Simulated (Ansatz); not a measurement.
## Br_O in Na3BrO (Pm-3m): charge-transition levels and formation energies

Wanted: the transition levels of a antisite in Na3BrO (Pm-3m), from a cell of 60 host atoms with 1 O taken out and 1 Br put in.

Calculated with Ansatz 0.2.0; place-levels on PBEsol runs: charge-transition levels and formation energies with image-charge correction and potential alignment at the atomic sites.

## (1) Starting point

The cell holds 60 atoms: 36 Na, 13 Br and 11 O. Its edges and angles: a = 10.156 Å, b = 12.847 Å, c = 9.084 Å, α = 90.0°, β = 90.0°, γ = 108.4°. It derives from Na3BrO (space group Pm-3m). Nearest the centre at fractional (0.667, 0.417, 0.750): Br30 at 0.00 Å, Na18 at 2.27 Å, Na9 at 2.27 Å, Na24 at 2.27 Å, Na51 at 2.27 Å, Na20 at 2.27 Å, Na47 at 2.27 Å, Br55 at 3.93 Å.

The host's dielectric constants go in as inputs: 3.26 for the electrons alone, 9.40 with the ions, from a response run on this crystal (DFPT, PBEsol) at that run's own cell.

The cell's shortest repeat is 9.1 Å.

## (2) Charge states

Levels follow from differences of total energies between charge states, each relaxed by itself.

Random displacements of about 0.05 Å break the site symmetry at the start, so that the relaxation can reach a distorted minimum if there is one. Forces are taken at one point at (¼, ¼, ¼). The cell holds 1 electron fewer than the neutral one, with a uniform background that keeps it neutral on the whole.

The sampling was tested on the host first: at the k-points planned (1x1x1 shifted 0.25 0.25 0.25) its energy lies 0.000 eV an atom from the dense-mesh value, under the bound of 0.02 eV set for this test; that bounds the host's error, not the defect's.

One of the inputs; charge, spin and start change from state to state.

qp1.relax/input.yaml

```yaml
crystal:
  lattice:
    - [9.08406599, 4.54203299, 0.0]
    - [-9.08406599, 9.08406599, 0.0]
    - [0.0, 0.0, 9.08406599]
  atoms:
    - { symbol: Na, position: [0.16666667, 0.16666667, 0.25] }
    - { symbol: Na, position: [0.5, 0.0, 0.25] }
[... 6 atom lines left out ...]
    - { symbol: Na, position: [0.66666667, 0.41666667, 0.0] }
[... 1 atom line left out ...]
    - { symbol: Br, position: [0.33333333, 0.33333333, 0.0] }
    - { symbol: Br, position: [0.66666667, 0.16666667, 0.0] }
[... 2 atom lines left out ...]
    - { symbol: O, position: [0.66666667, 0.41666667, 0.25] }
[... 2 atom lines left out ...]
    - { symbol: Na, position: [0.83333333, 0.33333333, 0.75] }
[... 1 atom line left out ...]
    - { symbol: Na, position: [0.5, 0.25, 0.75] }
[... 3 atom lines left out ...]
    - { symbol: Na, position: [0.66666667, 0.41666667, 0.5] }
[... 1 atom line left out ...]
    - { symbol: Br, position: [0.33333333, 0.33333333, 0.5] }
    - { symbol: Br, position: [0.66666667, 0.16666667, 0.5] }
    - { symbol: O, position: [0.0, 0.25, 0.75] }
    - { symbol: O, position: [0.33333333, 0.08333333, 0.75] }
    - { symbol: Br, position: [0.66666667, 0.41666667, 0.75] }
[... 9 atom lines left out ...]
    - { symbol: Br, position: [0.0, 0.5, 0.0] }
[... 1 atom line left out ...]
    - { symbol: Br, position: [0.66666667, 0.66666667, 0.0] }
[... 4 atom lines left out ...]
    - { symbol: Na, position: [0.5, 0.5, 0.75] }
[... 3 atom lines left out ...]
    - { symbol: Na, position: [0.83333333, 0.58333333, 0.75] }
[... 3 atom lines left out ...]
    - { symbol: Br, position: [0.0, 0.5, 0.5] }
[... 1 atom line left out ...]
    - { symbol: Br, position: [0.66666667, 0.66666667, 0.5] }
    - { symbol: O, position: [0.0, 0.75, 0.75] }
    - { symbol: O, position: [0.33333333, 0.58333333, 0.75] }
    - { symbol: O, position: [0.66666667, 0.91666667, 0.75] }
  host:
    repeats: [1, 2, 2]
    atoms:
      - { symbol: Na, position: [0.16666667, 0.33333333, 0.5] }
      - { symbol: Na, position: [0.5, 0.0, 0.5] }
      # ... 13 more atoms of the perfect host
total_charge: 1
basis:
  ecutwfc: 420
  xc_grid: 2
hamiltonian:
  xc: pbesol
kpoints:
  mp_grid: { grid: [1, 1, 1], shift: [0.25, 0.25, 0.25] }
scf:
  occupations: { method: fixed }
  max_iter: 60
output:
  forces: true
  charged_corrections:
    epsilon: 3.26
    static_epsilon: 9.4
    defect_position: [0.666667, 0.416667, 0.75]
relax:
  f_tol: 0.02
  max_steps: 80
  random_displacement: { amplitude: 0.05, seed: 342 }
checkpoint:
  write: "../qp1.relax.run"
  compress: false
  write_wavefunctions: true
  write_every: 100000
```

Started as:

```sh
ansatz run input.yaml --threads 4 --pin off --max-ram 7536MiB --backend cpu --events-out ev --progress --plain --runs-dir out
```

The relaxed structure is kept and the sampling changed to a 2×2×2 shifted mesh.

The run of this state that the levels use, under PBEsol:

qp1.point/input.yaml

```yaml
crystal:
  checkpoint: "../qp1.relax.run"
  host: checkpoint
total_charge: 1
basis:
  ecutwfc: 420
  xc_grid: 2
hamiltonian:
  xc: pbesol
kpoints:
  mp_grid: { grid: [2, 2, 2], shift: [0.5, 0.5, 0.5] }
scf:
  occupations: { method: fermi_dirac, width: 0.01 }
  max_iter: 60
output:
  forces: true
  eigenvalues: true
  charged_corrections:
    epsilon: 3.26
    static_epsilon: 9.4
    defect_position: [0.666667, 0.416667, 0.75]
  eigenstates: { localisation: true }
  populations: true
  band_densities: [{ bands: [v1, v1] }, { bands: [c1, c1] }]
  write_density: true
  write_potential: true
  volumetric_format: npy
  elf: true
checkpoint:
  read: "../qp1.relax.run"
  write: "../qp1.point.run"
  compress: false
  write_wavefunctions: false
  write_every: 100000
```

Relaxations under PBEsol at one point at (¼, ¼, ¼); times on 4 threads of Arm Neoverse V1, shared host:

```tsv
charge	moment (μB)	occupations	outcome	steps	largest displacement against the far atoms (Å)	time
0	1	fixed	converged	5	0.36	2.5 min
+1	0	fixed	converged	13	0.63	3.3 min
```

Single points under PBEsol at a 2×2×2 shifted mesh; times on 4 threads of Arm Neoverse V1, shared host:

```tsv
charge	moment (μB)	occupations	outcome	time
0	1	fermi-dirac	converged	4.1 min
+1	0	fermi-dirac	converged	99 s
```

Distances (Å) from Br30 to the nearest atoms after relaxation with PBEsol:

```tsv
charge	moment (μB)	1.	2.	3.	4.	5.	6.
0	1	Na 2.51	Na 2.51	Na 2.58	Na 2.59	Na 2.61	Na 2.62
+1	0	Na 2.60	Na 2.60	Na 2.61	Na 2.61	Na 2.62	Na 2.62
```

## (3) Levels against the band edges, PBEsol

A charged cell interacts with its images and the background, and its potential has another zero than the host's. place-levels removes the first by a point-charge model, screened by the static dielectric constant since the ions have relaxed around the charge, and the second by comparing potentials at atoms far from the defect.

The host is a run of the defect-free crystal in the same cutoffs, grids and k-points, so that basis and sampling errors cancel in part in the differences. Its band edges come from a run of the primitive cell that searches the zone for them. The host is run in a cell of 15 atoms on a matching mesh. Chemical potentials are energies per atom of O (O2 molecule) and Br (solid Br2 (Cmce)), run with the same functional and cutoff.

levels.point.yaml

```yaml
host:
  run: host.point.run
  levels_from: { run: edges.point.run }
states: [q0_M1.point.run, qp1.point.run]
geometry_from:
  q0_M1.point.run: q0_M1.relax.run
  qp1.point.run: qp1.relax.run
chemical_potentials:
  O:
    energy: -558.282649
    dataset: "<sha256 of the dataset>"
  Br:
    energy: -2736.47272
    dataset: "<sha256 of the dataset>"
epsilon: 3.26
static_epsilon: 9.4
vertical:
  - { from: qp1.point.run, to: qp1.point_neutral.run }
```

Started as:

```sh
ansatz place-levels levels.point.yaml -- --threads 4 --pin off --max-ram 7536MiB
```

Numbers of over 12 decimals in the logs are rounded to 6 here.

The log of the run:

```text
[... repeated set-up lines and file paths are left out, and long positions are rounded to six places ...]
(+1/0) 2.041 eV above the valence edge (+2.494 eV without the band-filling correction), in the conduction band
formation energy of charge +1: +0.583 eV with the Fermi level at the valence edge
formation energy of charge 0: +2.624 eV with the Fermi level at the valence edge
vertical +1 to 0: no energy, since no alignment is typed
  the change from vertical[0].from (qp1.point.run) to vertical[0].to (qp1.point_neutral.run): by its potential at epsilon 3.26 it stands at 0.666 0.415 0.249, with an rms radius of about 7.6 Å (4.5 4.6 4.1 Å across the planes of the cell's vectors); [...]
  edges by pbesol of host.levels_from (edges.point.run), its mesh sampled to repeats of 27.25 Å (the valence edge +0.043 eV and the conduction edge -0.624 eV from those of the host's own run), gap 1.938 eV; the host is sampled to repeats of 27.25 Å
  the defect's cells are sampled to repeats of 27.25 Å, like sampling
  charge +1: -94932.7195 eV with its correction of +0.416 eV, at epsilon 9.4, aligned at sites: +0.2113 eV, mean over 45 atomic sites at or beyond 4.54 Å from the defect at [0.6667, 0.4167, 0.7500], with +0.000000 for the charge's moments and without [...]
  charge 0: +0.000 eV for its dipole among its images, +0.000 omitted
  of states[1] (qp1.point.run): how wide its charge is, is not read beside other atoms or cores, and a band state would take no correction. [...]
  of states[0] (q0_M1.point.run): a band-filling correction moves a carrier to the host's band edge, which changes its energy by -0.453 eV; [...]
  of vertical[0].from (qp1.point.run): it parts from the run at its places by a charge that spreads by about 4.5 Å along one vector (1.7 Å or more is wide), by its potential at epsilon 3.26, taken for that of held ions (one typed too small widens it), where [...]
  of vertical[0].to (qp1.point_neutral.run): its moments are held at its close (magnetization.spin_locking), by a field of 0.074 eV a Bohr magneton, and its energy and levels are of the state that this holds: a run that lets them go can end lower
```

Elapsed: 0.22 s, on 4 threads of Arm Neoverse V1, shared host.

Levels between the charges placed, in eV above the valence top:

```tsv
	gap (eV)	(+1/0)
PBEsol	1.94	2.04
```

Corrections by state:

```tsv
charge	moment (μB)	image terms and alignment (eV)	band filling (eV)	ε used	over the lowest of its charge, as the program ranks them, band filling apart (eV)
+1	0.0	0.416	-	9.40	0.000
0	1.0	0.000	-0.453	-	0.000
```

The charged structures listed were also run neutral, and place-levels reads from each pair, by the potential or the spins, how wide the charge is by which they differ; that can be the carrier of either run.

```tsv
charge	rms radius (Å)	spread where it is widest against the cell (Å)	wide from (Å)	reading
+1	7.6	4.48	1.67	wide
```

The neutral runs of these pairs need not share the spin of the lowest neutral state, and very wide values only mean spread over the cell.

From the program's caveats on the states, each cut to its opening words:

- charge +1: how wide its charge is, is not read beside other atoms or cores, and a band state would take no correction
- charge 0 (1 μB): a band-filling correction moves a carrier to the host's band edge, which changes its energy by -0.453 eV
- charge 0 (1 μB): its alignment with the host at atomic sites is doubtful: the mean over the far sites moves by -0.0771 eV from their farther parts to their nearer, more than [...]
- charge 0 (1 μB): its moments are held at its close (magnetization.spin_locking), by a field of 0.074 eV a Bohr magneton, and its energy and levels are of the state that this [...]

Formation energies (eV), elemental references (Δμ(O) = 0.00 eV, Δμ(Br) = 0.00 eV):

```tsv
charge	Fermi level at the valence top	at the conduction bottom
+1	0.58	2.52
0	2.62	2.62
```

## (4) The same at the relaxations' own k-points

The relaxations' own energies give the levels at their sampling, for comparison.

levels.relax_mesh.yaml

```yaml
host:
  run: host.relax.run
  levels_from: { run: edges.relax.run }
states: [q0_M1.relax.run, qp1.relax.run]
chemical_potentials:
  O:
    energy: -558.282649
    dataset: "<sha256 of the dataset>"
  Br:
    energy: -2736.47272
    dataset: "<sha256 of the dataset>"
```

Started as:

```sh
ansatz place-levels levels.relax_mesh.yaml -- --threads 4 --pin off --max-ram 7536MiB
```

The log of the run:

```text
[...]
formation energy of charge +1: +0.583 eV with the Fermi level at the valence edge
formation energy of charge 0: +2.623 eV with the Fermi level at the valence edge
  edges by pbesol of host.levels_from (edges.relax.run), its mesh sampled to repeats of 27.25 Å (the valence edge +0.060 eV and the conduction edge -0.841 eV from those of the host's own run), gap 1.938 eV; the host is sampled to repeats of 13.63 Å
[... the lines on each state left out ...]
```

The job ended after 0.1 s (4 threads).

Levels between neighbouring charges, in eV above the valence top:

```tsv
	gap (eV)	(+1/0)
one point at (¼, ¼, ¼)	1.94	2.04
a 2×2×2 shifted mesh	1.94	2.04
```

Going from one point at (¼, ¼, ¼) to a 2×2×2 shifted mesh moves formation energies against the elements by up to 0.00 eV; band-filling terms, which differ between samplings, are in these energies.

## (5) What came out

```yaml
gap_of_the_host: 1.94 eV (PBEsol)
level_plus_1_over_0: 2.04 eV above the valence top, past the conduction bottom (2.49 eV above the valence top without the band-filling term)
lowest_of_the_charges_placed_just_above_the_valence_top_0p02_ev: +1
lowest_of_the_charges_placed_just_below_the_conduction_bottom_0p02_ev: +1
lowest_formation_energy_at_mid_gap_of_the_charges_run_elemental_references: 1.55 eV
```

What this shows: Of the charges placed (0 and +1), +1 is the lowest from 0.02 eV above the valence top to 0.02 eV below the conduction bottom, a gap of 1.94 eV. Charges above +1 and below 0 were not placed, so these runs say nothing of levels that involve them. States placed: +1 at 0 μB; 0 at 1 μB. Other spin states or structures, where not listed, weren't placed. The program finds carriers beyond a band edge of the host and adds a band-filling term at charge 0 (-0.45 eV); steps to such a charge show no bound level, and a defect level inside a band would be read the same way. Going from one point at (¼, ¼, ¼) to a 2×2×2 shifted mesh moves formation energies against the elements by up to 0.00 eV; band-filling terms, which differ between samplings, are in these energies. The program doubts the alignment of potentials for at least one state, a sign that the cell is small. Keep in mind: PBEsol makes the gap too small and tends to spread out bound carriers; where a gas molecule sets a chemical potential or the host's formation energy, its binding is uncorrected.

[Logs are printed without paths, hosts, clocks, repeated set-up lines and the standing remarks that a program may print on its own settings, such as how far it seeks lower states.]

[Hosts, paths, dates, database ids (printed as entryN), source tags and the programs' standing remarks are cut or masked in the printed files.]

[Where a table of states has a column of steps, it counts the stored structures, which are thinned; the runs took as many ionic steps or more.]

[A defect's name tells the site on which it was built; relaxed atoms can leave that site.]

[For some hosts the program warned that the k-mesh of the response run may be too coarse for force constants and the static dielectric constant; such warnings are not shown here.]
